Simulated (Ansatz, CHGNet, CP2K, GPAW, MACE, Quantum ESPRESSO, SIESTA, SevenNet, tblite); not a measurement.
**Ge(100) slab, H on both faces (90 atoms): other programs against plane waves**

One geometry of Ge(100) slab, H on both faces (90 atoms) is solved by several programs and methods. How far do their forces lie from a plane-wave PBE run?

Results are calculated, not measured.

**1. The structure**

The cell holds 90 atoms (54 Ge and 36 H), with edges of 12.00, 12.00 and 20.84 Å. Recipe: diamond-structure Ge (a = 5.658 Å), (100) slab of 6 atomic planes, 3 x 3 surface cells, H on the broken bonds of both faces, 12 Å of vacuum; displaced by a Gaussian of 0.02 Å. Then every atom was moved at random, 0.03 Å r.m.s. a Cartesian component (hydrogen 0.6 of that).

**2. The reference input**

Quantum ESPRESSO 7.5: Kohn-Sham DFT, PBE, SSSP efficiency 1.3.0 pseudopotentials, plane waves. Its input, pw.in:

```
&control
  calculation = 'scf'
  pseudo_dir = './pseudo'
  outdir = './tmp'
  disk_io = 'none'
  tprnfor = .true.
/
&system
  ibrav = 0
  nat = 90
  ntyp = 2
  ecutwfc = 45
  ecutrho = 360
  nosym = .true.
  occupations = 'smearing'
  smearing = 'fd'
  degauss = 0.003675
/
&electrons
  conv_thr = 4.5e-07
  electron_maxstep = 100
  mixing_beta = 0.4
  mixing_mode = 'local-TF'
  diagonalization = 'david'
/
ATOMIC_SPECIES
Ge 72.630 Ge.upf
H 1.008 H.upf
CELL_PARAMETERS angstrom
12.00243 0.00000 0.00000
0.00000 12.00243 0.00000
0.00000 0.00000 20.83919
ATOMIC_POSITIONS crystal
Ge 0.16654 0.17256 0.33057
Ge 0.00406 0.16934 0.39804
Ge 0.99998 0.33430 0.46741
Ge 0.17443 0.00123 0.53446
[... 84 atom lines left out ...]
H 0.66747 0.93835 0.71097
H 0.66846 0.72928 0.71114
K_POINTS gamma
```

```console
$ OMP_NUM_THREADS=1 mpirun -np 4 pw.x -in pw.in > output.txt
```

Elapsed: 5.9 min, on 4 MPI ranks of Arm Neoverse V2, shared host; peak memory 8 GiB.

It converged with an r.m.s. force component of 0.57 eV/Å.

Its highest filled and lowest empty levels lie 1.21 eV apart on its k-points.

**3. The other programs**

- CHGNet: machine-learned potential, published weights.
- CP2K 2026.2: Gaussian basis with GTH pseudopotentials and a plane-wave density; labels give functional, basis (MOLOPT sets; SR short-range, UZH the newer set with its own potentials), grid cutoff/relative cutoff and solver (OT: orbital transformation; TRS4, TC2, SIGN: linear-scaling purification with its sparsity filter), or its built-in tight binding.
- GPAW 26.7.0: PAW with atomic orbitals (LCAO), plane waves or a real-space grid of spacing h.
- MACE: machine-learned potential, published weights.
- SIESTA 5.4.2: numerical atomic orbitals, whose automatically made sets are far from complete, with PseudoDojo norm-conserving potentials that we converted to its format (checked against plane waves on the same files for H, C, O, Si, Ge and Ca alone); labels give functional, basis size, energy shift and mesh cutoff.
- SevenNet: machine-learned potential, published weights.
- tblite 0.8.0: extended tight binding, driven from Python.

All use the same cell and atoms, and the electronic-structure runs the same k-mesh.

**4. Side by side**

Differences are against the reference: forces as r.m.s. over components, share as that over the reference's r.m.s. force, slope as the fitted ratio of a run's forces to the reference's.

| run | Δ force, r.m.s. (meV/Å) | share (%) | slope | Δ gap (eV) | cores | CPU time | memory (GiB) |
| --- | --- | --- | --- | --- | --- | --- | --- |
| reference | - | - | - | - | 4 | 23 min | 8.0 |
| CHGNet 0.3.0 potential | 221 | 38.9 | 0.742 | - | 1 | 2.6 s | 0.73 |
| CP2K GFN1-xTB, OT DIIS | 407 | 71.7 | 0.841 | - | 1 | 5.9 s | 0.61 |
| CP2K PBE, DZVP-UZH, 315/50 Ry, OT DIIS (coarse) | 22.5 | 3.97 | 0.984 | 0.0193 | 2 | 9.8 min | 1.6 |
| CP2K PBE, SZV-MOLOPT-SR, 450/50 Ry, OT DIIS (coarse) | 363 | 64.1 | 1.173 | 1.17 | 1 | 3.9 min | 2.4 |
| CP2K PBE, SZV-MOLOPT-SR, 450/50 Ry, TRS4 filter 1e-04, SCF 1e-05 (coarse) | 401 | 70.6 | 1.163 | - | 1 | 37 s | 2.4 |
| CP2K PBE, SZV-MOLOPT-SR, 450/50 Ry, TRS4 filter 1e-05, SCF 1e-06 (coarse) | 378 | 66.6 | 1.169 | - | 1 | 50 s | 2.4 |
| CP2K PBE, SZV-MOLOPT-SR, 450/50 Ry, TRS4 filter 1e-07, SCF 1e-07 (coarse) | 360 | 63.4 | 1.175 | - | 1 | 69 s | 2.4 |
| CP2K PBE, TZV2P-UZH, 450/50 Ry, OT DIIS | 20.5 | 3.61 | 0.976 | 0.0153 | 4 | 9.8 min | 4.7 |
| CP2K PBE, TZVP-UZH, 450/50 Ry, OT DIIS | 23.3 | 4.11 | 0.980 | 0.0301 | 4 | 6.8 min | 3.9 |
| CP2K RPBE, PBE potentials, DZVP-UZH, 450/50 Ry, OT DIIS | 57.2 | 10.1 | 0.978 | 0.0629 | 4 | 8.9 min | 3.8 |
| GPAW PBE, LCAO dzp, h 0.15 Å | 169 | 29.8 | 1.126 | 0.105 | 1 | 3.5 min | 3.9 |
| GPAW PBE, LCAO dzp, h 0.2 Å | 168 | 29.6 | 1.122 | 0.105 | 1 | 1.7 min | 1.7 |
| GPAW PBE, LCAO sz(dzp), h 0.2 Å (coarse) | 682 | 120 | 1.421 | 0.120 | 1 | 39 s | 1.4 |
| MACE MP-0b3 medium potential | 134 | 23.6 | 0.824 | - | 1 | 6.5 s | 0.87 |
| SIESTA PBE, DZP, shift 0.01 Ry, mesh 300 Ry | 84.6 | 14.9 | 1.003 | 0.107 | 1 | 3.5 min | 1.6 |
| SIESTA PBE, SZ, shift 0.01 Ry, mesh 300 Ry (coarse) | 694 | 122 | 1.471 | 0.389 | 1 | 65 s | 0.88 |
| SIESTA PBE, TZP, shift 0.01 Ry, mesh 300 Ry | 75.1 | 13.2 | 1.020 | 0.0653 | 2 | 4.8 min | 2.0 |
| SIESTA VV10, PBE potentials, DZP, shift 0.01 Ry, mesh 300 Ry | 96.1 | 16.9 | 0.991 | -0.0572 | 2 | 12 min | 3.2 |
| SevenNet 0 potential | 277 | 48.8 | 0.843 | - | 1 | 5.8 s | 0.81 |
| tblite GFN1-xTB | 362 | 63.8 | 0.878 | - | 1 | 3.7 s | 0.17 |

Rows marked coarse were listed beforehand as settings not expected to be converged; some can still land near the reference.

Times of the machine-learned potentials are mostly Python's start and the loading of weights.

Runs without a result: CP2K PBE, DZVP-UZH, 450/50 Ry, OT DIIS (not converged); CP2K PBE0 with truncated exchange and ADMM, PBE0 potentials, DZVP-UZH, 450/50 Ry, OT DIIS (cut off at its time limit); CP2K PBE, DZVP-UZH, 450/30 Ry, OT DIIS (not converged); CP2K PBE, DZVP-UZH, 225/50 Ry, OT DIIS (cut off at its time limit).

CPU time is summed over cores on shared hosts, so it is rough.

**5. What came out**

Forces lie from 3.6 % (CP2K PBE, TZV2P-UZH, 450/50 Ry, OT DIIS) to 122 % (SIESTA PBE, SZ, shift 0.01 Ry, mesh 300 Ry, coarse) of the reference's r.m.s. force of 0.57 eV/Å away from it. The PBE runs in local orbitals, coarse settings apart, differ by 3.6 % (CP2K PBE, TZV2P-UZH, 450/50 Ry, OT DIIS) to 30 % (GPAW PBE, LCAO dzp, h 0.15 Å); basis, grid and potentials can all enter. Tight binding differs by 64 % (tblite GFN1-xTB) to 72 % (CP2K GFN1-xTB, OT DIIS); it is another model, with fitted parameters of its own, and the xTB methods hold dispersion. Machine-learned potentials differ by 24 % (MACE MP-0b3 medium potential) to 49 % (SevenNet 0 potential); they were trained on other programs' data. Among those trained on PBE data the slope goes as low as 0.74, which softening far from their training structures can give, though the reference's k-sampling is untested too.

Rows with another functional or a dispersion term differ by 10 % (CP2K RPBE, PBE potentials, DZVP-UZH, 450/50 Ry, OT DIIS) to 17 % (SIESTA VV10, PBE potentials, DZP, shift 0.01 Ry, mesh 300 Ry), which mixes the change of model with differences of basis and potentials, some of them made for another functional. Runs with settings chosen to be coarse differ by 4.0 % (CP2K PBE, DZVP-UZH, 315/50 Ry, OT DIIS) to 122 % (SIESTA PBE, SZ, shift 0.01 Ry, mesh 300 Ry), their programs' other errors included. GPAW PBE, LCAO dzp, h 0.15 Å stiffens the forces by a factor of 1.13 while following their directions (correlation 0.973); the difference isn't even, but is largest on one element. From GPAW PBE, LCAO dzp, h 0.2 Å to the finer GPAW PBE, LCAO dzp, h 0.15 Å the share goes from 29.6 to 29.8 %, so the grid isn't what parts these runs from the reference. Gaps at PBE, coarse settings apart, lie +0.02 to +0.11 eV from the reference's, on k-points that hold the band edges only if these fold onto them.

Caveats: Periodic xTB results under one method name differ between programs and library versions. The potentials hold different valence shells: 792 electrons in the reference, 252 in CP2K with TZVP-UZH and 252 in GPAW; this bears on time and differences. GPAW's setups keep the filled d shell of Ge in the core. Machine-learned potentials mimic data converged in k, so the reference's own k-point error enters their differences. The electronic-structure runs sample only Γ, in a cell whose shortest periodic width is 12 Å. The reference's 45/360 Ry lie under the cutoffs that SSSP recommends for H (60/480 Ry). The slab repeats along its normal with no dipole correction. Spin–orbit coupling is left out. Where levels are smeared, the DFT runs use Fermi–Dirac occupations at 580 K (0.05 eV), and energies are free energies. The atoms were displaced at random, and shares hang on the size of the forces that this gives. The reference's cutoffs and mesh weren't converged further here.

[Logs are printed without paths, hosts, clocks, repeated set-up lines and the standing remarks that a program may print on its own settings, such as how far it seeks lower states.]

[Hosts, paths, dates, database ids (printed as entryN), source tags and the programs' standing remarks are cut or masked in the printed files.]

[Cells were taken only where this reference lay near another plane-wave run.]
